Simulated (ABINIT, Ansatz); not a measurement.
# KRb2GaF6 (Fm-3m): one start, several treatments of the self-energy

Wanted: the gap of KRb2GaF6 (Fm-3m) under several approximations, with cost.

Main program and level: ABINIT 10.8.3; PBEsol and many-body steps on it, plane waves.

Report form: the programs' logs are mostly left out.

**1. Set-up**

The structure is cubic, space group Fm-3m (No. 225). The conventional cell has a = 8.757 Å, b = 8.757 Å, c = 8.757 Å, α = 90.00°, β = 90.00°, γ = 90.00°. Nearest to K lie 6 F at 2.48 Å. Rb has 12 F at 3.11 Å nearest. Ga has 6 F at 1.90 Å nearest. F has 1 Ga at 1.90 Å and 1 K at 2.48 Å and 4 Rb at 3.11 Å nearest. Farther neighbours and most contacts between anions are not listed.

The cell and positions are those that the Materials Project relaxed with its own functionals (PBE, PBE+U or r2SCAN), kept fixed.

**2. Empty states on the mesh, 2×2×2 mesh, 600 bands**

This step: ABINIT 10.8.3; DFT, PBEsol, plane waves, norm-conserving pseudopotentials.

The sums over transitions need many empty states on a uniform mesh; this step solves for them.

run.abi reads:

```
acell 3*1.0 Angstrom
rprim 
  -0.000000000000 4.378547672900 4.378547672900
  4.378547672900 -0.000000000000 4.378547672900
  4.378547672900 4.378547672900 -0.000000000000
ntypat 4
znucl 19 37 31 9
natom 10
typat 1 2 2 3 4 4 4 4 4 4
xred 
  0.500000000000 0.500000000000 0.500000000000
  0.750000000000 0.750000000000 0.750000000000
  0.250000000000 0.250000000000 0.250000000000
  0.000000000000 0.000000000000 0.000000000000
  0.783440950000 0.216559050000 0.783440950000
  0.216559050000 0.216559050000 0.783440950000
  0.783440950000 0.783440950000 0.216559050000
  0.783440950000 0.216559050000 0.216559050000
  0.216559050000 0.783440950000 0.216559050000
  0.216559050000 0.783440950000 0.783440950000
pp_dirpath "pseudos"
pseudos "K.upf, Rb.upf, Ga.upf, F.upf"
ecut 45
ngkpt 2 2 2
nshiftk 1
shiftk 0 0 0
kptopt 1
chksymbreak 0
iscf -2
irdden 1
istwfk *1
nband 600
nbdbuf 54
tolwfr 1e-09
nstep 60
prtvol 0
indata_prefix "in"
outdata_prefix "out"
tmpdata_prefix "tmp"
```

Started as:

```bash
> OMP_NUM_THREADS=1 mpirun -n 8 abinit run.abi > log
```

The job ended after 37 min (8 MPI ranks of Arm Neoverse N1, shared host; peak memory 1.4 GiB).

Numbers from this step:

```
gap                                                           : 6.190 eV
k of the valence top                                          : 0, 0, 0
k of the conduction bottom                                    : 0, 0, 0
least direct gap                                              : 6.190 eV
k points computed                                             : 3
lowest point of the top converged band, above the valence top : 115.4721 eV
```

On this mesh the gap is 6.190 eV.

The density comes from a self-consistent run that is not shown.

**3. Screening, 2×2×2 mesh, 249 bands, screening to 141.5 eV**

The RPA dielectric matrix is built and inverted for each q.

This step: RPA screening on PBEsol, plane waves, norm-conserving pseudopotentials.

run.abi: that of step 2 with these lines changed.

```diff
@@ -28,10 +28,11 @@
 chksymbreak 0
-iscf -2
-irdden 1
 istwfk *1
-nband 600
-nbdbuf 54
-tolwfr 1e-09
-nstep 60
-prtvol 0
+occopt 1
+irdwfk 1
+optdriver 3
+nband 249
+ecuteps 5.2
+inclvkb 2
+awtr 1
+symchi 1
 indata_prefix "in"
```

Run time: 5.1 min. Hardware: 8 MPI ranks; peak memory 5.8 GiB.

Numbers from this step:

```
ε∞ with local fields, on this mesh, along the program's q direction : 2.064
the same without local fields                                       : 2.274
plasma frequency                                                    : 27.19 eV
plane waves in the screening matrix                                 : 645
```

Local fields lower ε∞ by 9 %. On a Γ-centred mesh this coarse the value itself is usually too large, while a short band sum pulls it down.

**4. G0W0, Godby-Needs plasmon pole**

The self-energy is evaluated for the states that the input lists, and the levels follow from it, in one-shot runs by the linearised quasiparticle equation.

This step: G0W0 on PBEsol, plane waves, norm-conserving pseudopotentials.

run.abi: that of step 3 with these lines changed.

```diff
@@ -31,8 +31,15 @@
 irdwfk 1
-optdriver 3
+optdriver 4
 nband 249
+gwcalctyp 0
+ecutsigx 45
+symsigma 1
+nkptgw 1
+kptgw 
+  0.0000000000 0.0000000000 0.0000000000
+bdgw 
+  43 48
 ecuteps 5.2
-inclvkb 2
-awtr 1
-symchi 1
+irdscr 1
+ppmodel 1
 indata_prefix "in"
```

Elapsed: 39 s, on 8 MPI ranks; peak memory 3.8 GiB.

Numbers from this step:

```yaml
g0w0_gap_on_the_points_computed: 9.751 eV
starting_gap_on_the_mesh: 6.190 eV
k_of_the_valence_top: 0, 0, 0
k_of_the_conduction_bottom: 0, 0, 0
z_at_the_valence_top: 0.813
z_at_the_conduction_bottom: 0.892
least_direct_g0w0_gap_on_the_computed_points: 9.751 eV
```

The gap on the mesh goes from 6.19 eV to 9.75 eV, a correction of +3.56 eV.

**5. G0W0, von der Linden-Horsch plasmon pole**

run.abi: that of step 4 with these lines changed.

```diff
@@ -43,3 +43,3 @@
 irdscr 1
-ppmodel 1
+ppmodel 3
 indata_prefix "in"
```

Run time: 86 s. Hardware: 8 MPI ranks; peak memory 3.9 GiB.

This step gave:

| Item | Value |
| --- | --- |
| G0W0 gap on the points computed | 9.945 eV |
| starting gap on the mesh | 6.190 eV |
| k of the valence top | 0, 0, 0 |
| k of the conduction bottom | 0, 0, 0 |
| Z at the valence top | 0.895 |
| Z at the conduction bottom | 0.937 |
| least direct G0W0 gap on the computed points | 9.945 eV |

Against G0W0 in ABINIT (2×2×2 mesh, 249 bands, screening to 141.5 eV, Godby-Needs plasmon pole), the gap moves by +0.194 eV.

**6. G0W0, Engel-Farid plasmon pole**

run.abi: that of step 5 with these lines changed.

```diff
@@ -43,3 +43,3 @@
 irdscr 1
-ppmodel 3
+ppmodel 4
 indata_prefix "in"
```

It took 50 s on 8 MPI ranks; peak memory 3.9 GiB; 6.6 min of CPU time.

Numbers from this step:

- G0W0 gap on the points computed: 9.762 eV
- starting gap on the mesh: 6.190 eV
- k of the valence top: 0, 0, 0
- k of the conduction bottom: 0, 0, 0
- least direct G0W0 gap on the computed points: 9.762 eV

Against G0W0 in ABINIT (2×2×2 mesh, 249 bands, screening to 141.5 eV, Godby-Needs plasmon pole), the gap moves by +0.011 eV.

**7. One-shot Hartree-Fock**

This step: one-shot Hartree-Fock on PBEsol, plane waves, norm-conserving pseudopotentials.

run.abi: that of step 6 with these lines changed.

```diff
@@ -32,4 +32,4 @@
 optdriver 4
-nband 249
-gwcalctyp 0
+nband 49
+gwcalctyp 5
 ecutsigx 45
@@ -41,5 +41,4 @@
   43 48
-ecuteps 5.2
-irdscr 1
-ppmodel 4
+ixc_sigma 40
+fftgw 31
 indata_prefix "in"
```

It took 11 s on 8 MPI ranks; peak memory 3.4 GiB; 85 s of CPU time.

This step gave:

```yaml
quasiparticle_gap_on_the_points_computed: 18.21 eV
starting_gap_on_the_mesh: 6.190 eV
k_of_the_valence_top: 0, 0, 0
k_of_the_conduction_bottom: 0, 0, 0
least_direct_quasiparticle_gap_on_the_computed_points: 18.21 eV
```

Against G0W0 in ABINIT (2×2×2 mesh, 249 bands, screening to 141.5 eV, Godby-Needs plasmon pole), the gap moves by +8.464 eV.

**8. Screening, 2×2×2 mesh, 249 bands, screening to 141.5 eV**

This step: RPA screening on PBEsol, plane waves, norm-conserving pseudopotentials.

run.abi: that of step 7 with these lines changed.

```diff
@@ -31,14 +31,14 @@
 irdwfk 1
-optdriver 4
-nband 49
-gwcalctyp 5
-ecutsigx 45
-symsigma 1
-nkptgw 1
-kptgw 
-  0.0000000000 0.0000000000 0.0000000000
-bdgw 
-  43 48
-ixc_sigma 40
-fftgw 31
+optdriver 3
+nband 249
+ecuteps 5.2
+inclvkb 2
+awtr 1
+symchi 1
+gwcalctyp 2
+nfreqre 16
+freqremax 40 eV
+nfreqim 8
+spmeth 1
+nomegasf 120
 indata_prefix "in"
```

The job ended after 5.5 min (8 MPI ranks; peak memory 11 GiB).

This step gave:

```yaml
eps_infinity_with_local_fields_on_this_mesh_along_the_program_s_q_direction: 2.071
the_same_without_local_fields: 2.281
plasma_frequency: 27.19 eV
plane_waves_in_the_screening_matrix: 645
```

**9. G0W0, contour deformation**

This step: G0W0 on PBEsol, plane waves, norm-conserving pseudopotentials.

run.abi: that of step 8 with these lines changed.

```diff
@@ -31,14 +31,15 @@
 irdwfk 1
-optdriver 3
+optdriver 4
 nband 249
+gwcalctyp 2
+ecutsigx 45
+symsigma 1
+nkptgw 1
+kptgw 
+  0.0000000000 0.0000000000 0.0000000000
+bdgw 
+  43 48
 ecuteps 5.2
-inclvkb 2
-awtr 1
-symchi 1
-gwcalctyp 2
-nfreqre 16
-freqremax 40 eV
-nfreqim 8
-spmeth 1
-nomegasf 120
+irdscr 1
+gwmem 01
 indata_prefix "in"
```

Run time: 28 s. Hardware: 8 MPI ranks; peak memory 4.3 GiB; 3.7 min of CPU time.

This step gave:

```
G0W0 gap on the points computed              : 9.705 eV
starting gap on the mesh                     : 6.190 eV
k of the valence top                         : 0, 0, 0
k of the conduction bottom                   : 0, 0, 0
least direct G0W0 gap on the computed points : 9.705 eV
```

Against G0W0 in ABINIT (2×2×2 mesh, 249 bands, screening to 141.5 eV, Godby-Needs plasmon pole), the gap moves by −0.046 eV.

**10. Side by side**

Times are wall times on 8 MPI ranks of Arm Neoverse N1, shared host, good to a factor of about two. A run's time includes the screening step that it read.

```
                                     run   mesh  bands  screening cutoff (eV)  DFT gap (eV)  gap on the mesh (eV)  direct (eV)  ε∞ used     time
          G0W0, Godby-Needs plasmon pole  2×2×2    249                  141.5         6.190                 9.751        9.751     2.06  5.7 min
G0W0, von der Linden-Horsch plasmon pole  2×2×2    249                  141.5         6.190                 9.945        9.945     2.06  6.5 min
          G0W0, Engel-Farid plasmon pole  2×2×2    249                  141.5         6.190                 9.762        9.762     2.06  5.9 min
                   one-shot Hartree-Fock  2×2×2      -                      -         6.190                18.215       18.215        -     11 s
               G0W0, contour deformation  2×2×2    249                  141.5         6.190                 9.705        9.705     2.07    6 min
```

**11. Results**

| Property | Result |
| --- | --- |
| G0W0, Godby-Needs plasmon pole | 9.751 eV |
| G0W0, von der Linden-Horsch plasmon pole | 9.945 eV |
| G0W0, Engel-Farid plasmon pole | 9.762 eV |
| one-shot Hartree-Fock | 18.215 eV |
| G0W0, contour deformation | 9.705 eV |
| known limits | not at the basis limit; no spin-orbit coupling; coarse k mesh |

**Reading.** G0W0, von der Linden-Horsch plasmon pole: +0.194 eV against G0W0, Godby-Needs plasmon pole. G0W0, Engel-Farid plasmon pole: +0.011 eV against G0W0, Godby-Needs plasmon pole. One-shot Hartree-Fock: +8.464 eV against G0W0, Godby-Needs plasmon pole. G0W0, contour deformation: −0.046 eV against G0W0, Godby-Needs plasmon pole. Bare exchange alone opens the gap to 18.21 eV; against G0W0, correlation takes back 8.46 eV. Bands and cutoff are finite, so the gap is not at the basis limit. The miss can reach some tenths of an eV and take either sign; the mesh is an error of its own. In the G0W0 runs levels were corrected at 1 k point alone, so a gap called «on the mesh» is the least over those, and an edge elsewhere would be missed. The 2×2×2 mesh is coarse for this cell, which bears on the long-range parts of exchange and screening. The many-body steps are scalar-relativistic: spin-orbit coupling is not in them.

[Paths, hosts, dates, memory and timing lines, banners, echoed tables and standing remarks are left out of the program output.]

[Logs are printed without paths, hosts, clocks, repeated set-up lines and the standing remarks that a program may print on its own settings, such as how far it seeks lower states.]

[Runs of the session that timed out or met a known fault of the program may be left out.]

[Hosts, paths, dates, database ids (printed as entryN), source tags and the programs' standing remarks are cut or masked in the printed files.]

[G0W0 gaps are taken among the corrected bands and points alone; a level outside them can change the order at an edge.]

[Where Ansatz stands beside ABINIT at settings called matched, ABINIT's density can come from a denser mesh and the files from another edition; pairs whose starting gaps differed by over 0.03 eV were left out, so agreement reads better than it is.]
